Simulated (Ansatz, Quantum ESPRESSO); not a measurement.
# NbB2 (P6/mmm): electron–phonon coupling with Quantum ESPRESSO

Aim: mode couplings and λ of NbB2 (P6/mmm) by double-delta sums in Quantum ESPRESSO. The first relaxation steps of the session are not shown, so no cell shown is the starting entry, unless a step says so.

Method: DFT PBEsol, scalar-relativistic, plane waves, PAW, in the first sound run; inputs show where later runs differ, in Ansatz 0.2.0 and Quantum ESPRESSO 7.5.

## 1. The cell after earlier relaxation steps

Symmetry: P6/mmm, No. 191, hexagonal system. The conventional cell has a = 3.094 Å, b = 3.094 Å, c = 3.293 Å, α = 90.00°, β = 90.00°, γ = 120.00°. Nearest to Nb lie 12 B at 2.43 Å. B has 3 B at 1.79 Å and 6 Nb at 2.43 Å nearest. Farther neighbours are not listed.

## 2. Tight relaxation

Phonons are second derivatives about the minimum, so the remaining forces must be small: the thresholds are tightened. Earlier relaxation steps are not shown.

File input.yaml:

```yaml
crystal:
  lattice:
    - [3.093926626, 0.0, 0.0]
    - [-1.546963313, 2.6794190555, 0.0]
    - [0.0, 0.0, 3.2926070874]
  atoms:
    - { symbol: Nb, position: [0.0, 0.0, 0.0] }
    - { symbol: B, position: [0.3333333333, 0.6666666667, 0.5] }
    - { symbol: B, position: [0.6666666667, 0.3333333333, 0.5] }
kpoints:
  mp_grid: { grid: [12, 12, 8] }
hamiltonian:
  xc: pbesol
scf:
  occupations: { method: methfessel_paxton, width: 0.2 }
output:
  forces: true
  stress: true
  eigenvalues: true
relax:
  adjacent_minimum: "off"
  f_tol: 0.001
  max_steps: 60
  cell: { stress_tol: 0.01 }
```

Started as:

```bash
$ ansatz run input.yaml --threads 8 --pin off --max-ram 16384MiB --backend cpu --events-out ev --progress --plain --runs-dir out
```

Numbers of over 12 decimals in the logs are rounded to 6 here.

What it wrote:

```text
[the first part of the log is left out]
  E_paw        = -3168.494155  (= ΣΔE_a)
  E_vpaw       = -113.787247  (= ΣTr[D̂ρ^β])
  E_aug_tail   = 0.000004  (compensation charges beyond the density's cutoff)
  E_ewald      = -1558.965083
  E_core_change = 0.218131  (= ΣΔE_core)
  E_smearing   = -0.000716  (= −TS)
  E_closure    = 0.000000  (closes the sum)
  Σ components = -4803.155917   (vs F -4803.155917, Δ=0.00e0)
--- Forces (eV/Å), atoms counted from 1 ---
  atom   1  Nb    -0.00000000    -0.00000000     0.00000000
  atom   2  B     -0.00000000     0.00000000     0.00000000
  atom   3  B     -0.00000000    -0.00000000     0.00000000
  max |Σ_I F_I| component: 9.25e-17 eV/Å
--- Stress (GPa, compression-positive) ---
        0.006465       0.000000       0.000000
       -0.000000       0.006465       0.000000
        0.000000       0.000000       0.008368
  P = ⅓ Tr σ = 0.0071 GPa (0.071 kbar)
--- Band table (eV; the first three rows and the last of 95) ---
  k-point 0: bands = ["-36.9785", "-13.2022", "-12.7453", "-12.7453", "4.3057", "14.2584", "14.2584", "14.2861", "15.5258", "19.9185", "19.9185", "21.8588", "21.8588", "22.9304"]
  k-point 1: bands = ["-36.9748", "-13.2614", "-12.7407", "-12.7407", "4.5625", "13.4211", "14.4366", "14.4366", "16.2782", "19.0598", "19.0598", "21.3092", "21.3092", "22.9932"]
  k-point 2: bands = ["-36.9659", "-13.4012", "-12.7293", "-12.7293", "5.2617", "12.0194", "14.9648", "14.9648", "17.4874", "17.8783", "17.8783", "20.0170", "20.0170", "22.9477"]
  k-point 94: bands = ["-36.8495", "-13.3826", "-13.2313", "-13.2313", "8.4247", "8.4247", "12.4620", "14.2886", "14.2886", "20.9260", "23.3725", "23.3725", "23.8007", "23.8007"]
--- Relaxed structure (3 steps of the walk, 3 accepted, 1 SCFs on fresh bases) ---
  F+E_penalty+E_count = -4803.15591733 eV   max|allowed force component| = 4.441e-16 eV/Å   (the final SCF, on the basis selected at the relaxed cell)
  cell:  # Å, volume = 27.2908 Å³
    - [3.092408, 0.0, 0.0]
    - [-1.546204, 2.678104, 0.0]
    - [0.0, 0.0, 3.295278]
  atoms:
    - { symbol: Nb, position: [0, 0, 0.0] }
    - { symbol: B, position: [0.333333, 0.666667, 0.5] }
    - { symbol: B, position: [0.666667, 0.333333, 0.5] }
```

It took 1.7 s on 8 threads of Arm Neoverse V1, shared host; peak memory 0.37 GiB; 10 s of CPU time.

Little changed from the start: no atom moved by 0.005 Å and no cell edge by 0.1 %.

This step gave:

```yaml
pressure: 0.007100 GPa
volume_per_atom: 9.097 Å³
metallic_on_mesh: yes
gap_on_the_k_mesh: 0 eV
```

The largest force is now zero by symmetry and the largest stress component 0.0084 GPa.

## 3. Ground state with pw.x

ph.x needs a tightly converged ground state on the same k mesh; the cell is that of the step before.

This step: DFT PBEsol, scalar-relativistic, plane waves, GBRV ultrasoft pseudopotentials (Quantum ESPRESSO 7.5).

File pw.in:

```
&CONTROL
  calculation = 'scf'
  prefix      = 'x'
  outdir      = './tmp'
  pseudo_dir  = './pseudo'
  tprnfor     = .true.
  tstress     = .true.
/
&SYSTEM
  ibrav       = 4
  celldm(1)   = 5.84380477
  celldm(3)   = 1.06560256
  nat         = 3
  ntyp        = 2
  ecutwfc     = 52.0
  ecutrho     = 416.0
  occupations = 'smearing'
  smearing    = 'fd'
  degauss     = 0.00734986
  nbnd        = 21
/
&ELECTRONS
  conv_thr    = 1.0d-11
  mixing_beta = 0.5
/
ATOMIC_SPECIES
 Nb     92.9064  Nb.upf
 B      10.8100  B.upf
ATOMIC_POSITIONS crystal
 Nb     0.000000000   0.000000000   0.000000000
 B      0.333333333   0.666666667   0.500000000
 B      0.666666667   0.333333333   0.500000000
K_POINTS automatic
 12 12 10 0 0 0
```

Started as:

```bash
$ OMP_NUM_THREADS=1 mpirun -n 8 pw.x -nk 8 -in pw.in > pw.x.log
```

What it wrote:

```text
Program PWSCF v.7.5

     This program is part of the open-source Quantum ESPRESSO suite
     for quantum simulation of materials; please cite
         "P. Giannozzi et al., J. Phys.:Condens. Matter 21 395502 (2009);
         "P. Giannozzi et al., J. Phys.:Condens. Matter 29 465901 (2017);
         "P. Giannozzi et al., J. Chem. Phys. 152 154105 (2020);
     in publications or presentations arising from this work. More details at

     G-vector sticks info
     --------------------
     sticks:   dense  smooth     PW     G-vecs:    dense   smooth      PW
     Sum         967     499    151                26363     9407    1631

     Using Slab Decomposition

     bravais-lattice index     =            4
     lattice parameter (alat)  =       5.8438  a.u.
     unit-cell volume          =     184.1675 (a.u.)^3
     number of atoms/cell      =            3
     number of atomic types    =            2
     number of electrons       =        19.00
     number of Kohn-Sham states=           21
     kinetic-energy cutoff     =      52.0000  Ry
     charge density cutoff     =     416.0000  Ry
     scf convergence threshold =      1.0E-11
     mixing beta               =       0.5000
     number of iterations used =            8  plain     mixing
     Exchange-correlation= SLA  PW   PSX  PSC
                           (   1   4  10   8   0   0   0)

     celldm(1)=   5.843805  celldm(2)=   0.000000  celldm(3)=   1.065603
     celldm(4)=   0.000000  celldm(5)=   0.000000  celldm(6)=   0.000000

     crystal axes: (cart. coord. in units of alat)
               a(1) = (   1.000000   0.000000   0.000000 )
               a(2) = (  -0.500000   0.866025   0.000000 )
               a(3) = (   0.000000   0.000000   1.065603 )

     reciprocal axes: (cart. coord. in units 2 pi/alat)
               b(1) = (  1.000000  0.577350 -0.000000 )
               b(2) = (  0.000000  1.154701  0.000000 )
               b(3) = (  0.000000 -0.000000  0.938436 )

     PseudoPot. # 1 for Nb read from file:
     ./pseudo/Nb.upf
     Pseudo is Ultrasoft + core correction, Zval = 13.0
     Using radial grid of  887 points,  6 beta functions with:
                l(1) =   0
                l(2) =   0
                l(3) =   1
                l(4) =   1
                l(5) =   2
                l(6) =   2
     Q(r) pseudized with  6 coefficients,  rinner =    1.000   1.000   1.000
                                                       1.000   1.000

     PseudoPot. # 2 for B  read from file:
     ./pseudo/B.upf
     Pseudo is Ultrasoft + core correction, Zval =  3.0
     Using radial grid of  781 points,  4 beta functions with:
                l(1) =   0
                l(2) =   0
                l(3) =   1
                l(4) =   1
     Q(r) pseudized with  8 coefficients,  rinner =    1.100   1.100   1.100

     atomic species   valence    mass     pseudopotential
     Nb               13.00    92.90640     Nb( 1.00)
     B                 3.00    10.81000     B ( 1.00)

     24 Sym. Ops., with inversion, found

   Cartesian axes

     site n.     atom                  positions (alat units)
         1        Nb     tau(   1) = (   0.0000000   0.0000000   0.0000000  )
         2        B      tau(   2) = (  -0.0000000   0.5773503   0.5328013  )
         3        B      tau(   3) = (   0.5000000   0.2886751   0.5328013  )

     number of k points=   114  Fermi-Dirac smearing, width (Ry)=  0.0073

     Number of k-points >= 100: set verbosity='high' to print them.

     Dense  grid:    26363 G-vectors     FFT dimensions: (  40,  40,  45)

     Smooth grid:     9407 G-vectors     FFT dimensions: (  27,  27,  30)

     Initial potential from superposition of free atoms

     starting charge      18.9970, renormalised to      19.0000
     Starting wfcs are   21 randomized atomic wfcs

     per-process dynamical memory:    27.1 Mb

     Self-consistent Calculation

     iteration #  1     ecut=    52.00 Ry     beta= 0.50
     Davidson diagonalization with overlap
     ethr =  1.00E-02,  avg # of iterations =  4.3

     total energy              =    -130.50459007 Ry
     estimated scf accuracy    <       0.83857800 Ry

     iteration #  2     ecut=    52.00 Ry     beta= 0.50
     Davidson diagonalization with overlap
     ethr =  4.41E-03,  avg # of iterations =  1.9

     total energy              =    -130.74143676 Ry
     estimated scf accuracy    <       0.35304250 Ry

     iteration #  3     ecut=    52.00 Ry     beta= 0.50
     Davidson diagonalization with overlap
     ethr =  1.86E-03,  avg # of iterations =  1.1

     total energy              =    -130.81667720 Ry
     estimated scf accuracy    <       0.00396564 Ry

     iteration #  4     ecut=    52.00 Ry     beta= 0.50
     Davidson diagonalization with overlap
     c_bands:  1 eigenvalues not converged
     ethr =  2.09E-05,  avg # of iterations =  2.6

     total energy              =    -130.81759278 Ry
     estimated scf accuracy    <       0.00042632 Ry

     iteration #  5     ecut=    52.00 Ry     beta= 0.50
     Davidson diagonalization with overlap
     ethr =  2.24E-06,  avg # of iterations =  2.3

     total energy              =    -130.81769310 Ry
     estimated scf accuracy    <       0.00002073 Ry

     iteration #  6     ecut=    52.00 Ry     beta= 0.50
     Davidson diagonalization with overlap
     ethr =  1.09E-07,  avg # of iterations =  2.1

     total energy              =    -130.81769671 Ry
     estimated scf accuracy    <       0.00000030 Ry

     iteration #  7     ecut=    52.00 Ry     beta= 0.50
     Davidson diagonalization with overlap
     ethr =  1.56E-09,  avg # of iterations =  3.5

     total energy              =    -130.81769689 Ry
     estimated scf accuracy    <       0.00000003 Ry

     iteration #  8     ecut=    52.00 Ry     beta= 0.50
     Davidson diagonalization with overlap
     ethr =  1.59E-10,  avg # of iterations =  1.7

     total energy              =    -130.81769690 Ry
     estimated scf accuracy    <          2.0E-09 Ry

     iteration #  9     ecut=    52.00 Ry     beta= 0.50
     Davidson diagonalization with overlap
     ethr =  1.05E-11,  avg # of iterations =  2.1

     total energy              =    -130.81769690 Ry
     estimated scf accuracy    <          3.1E-11 Ry

     iteration # 10     ecut=    52.00 Ry     beta= 0.50
     Davidson diagonalization with overlap
     ethr =  1.65E-13,  avg # of iterations =  3.3

     End of self-consistent calculation

     Number of k-points >= 100: set verbosity='high' to print the bands.

     the Fermi energy is    18.7645 ev

!    total energy              =    -130.81769690 Ry
     estimated scf accuracy    <          3.2E-12 Ry
     smearing contrib. (-TS)   =      -0.00227841 Ry
     internal energy E=F+TS    =    -130.81541849 Ry

     The total energy is F=E-TS. E is the sum of the following terms:
     one-electron contribution =      -7.42445761 Ry
     hartree contribution      =      15.65062672 Ry
     xc contribution           =     -24.45976725 Ry
     ewald contribution        =    -114.58182035 Ry

     convergence has been achieved in  10 iterations

     Forces acting on atoms (cartesian axes, Ry/au):

     atom    1 type  1   force =    -0.00000000   -0.00000000    0.00000000
     atom    2 type  2   force =    -0.00000000   -0.00000000   -0.00000000
     atom    3 type  2   force =     0.00000000    0.00000000   -0.00000000

     Total force =     0.000000     Total SCF correction =     0.000000

     Computing stress (Cartesian axis) and pressure

          total   stress  (Ry/bohr**3)                   (kbar)     P=       -0.93
   0.00000736   0.00000000   0.00000000            1.08        0.00        0.00
   0.00000000   0.00000736   0.00000000            0.00        1.08        0.00
   0.00000000   0.00000000  -0.00003363            0.00        0.00       -4.95

     Writing all to output data dir ./tmp/x.save/ :
     XML data file, charge density, pseudopotentials, collected wavefunctions

   JOB DONE.
```

It took 7.7 s on 8 MPI ranks.

Numbers from this step:

| Quantity | Value |
| --- | --- |
| pressure | -0.09300 GPa |

With these potentials, mesh and smearing the cell is at -0.093 GPa.

[end of part 1 of 2]

[Logs are printed without paths, hosts, clocks, repeated set-up lines and the standing remarks that a program may print on its own settings, such as how far it seeks lower states.]

[Hosts, paths, dates, database ids (printed as entryN), source tags and the programs' standing remarks are cut or masked in the printed files.]
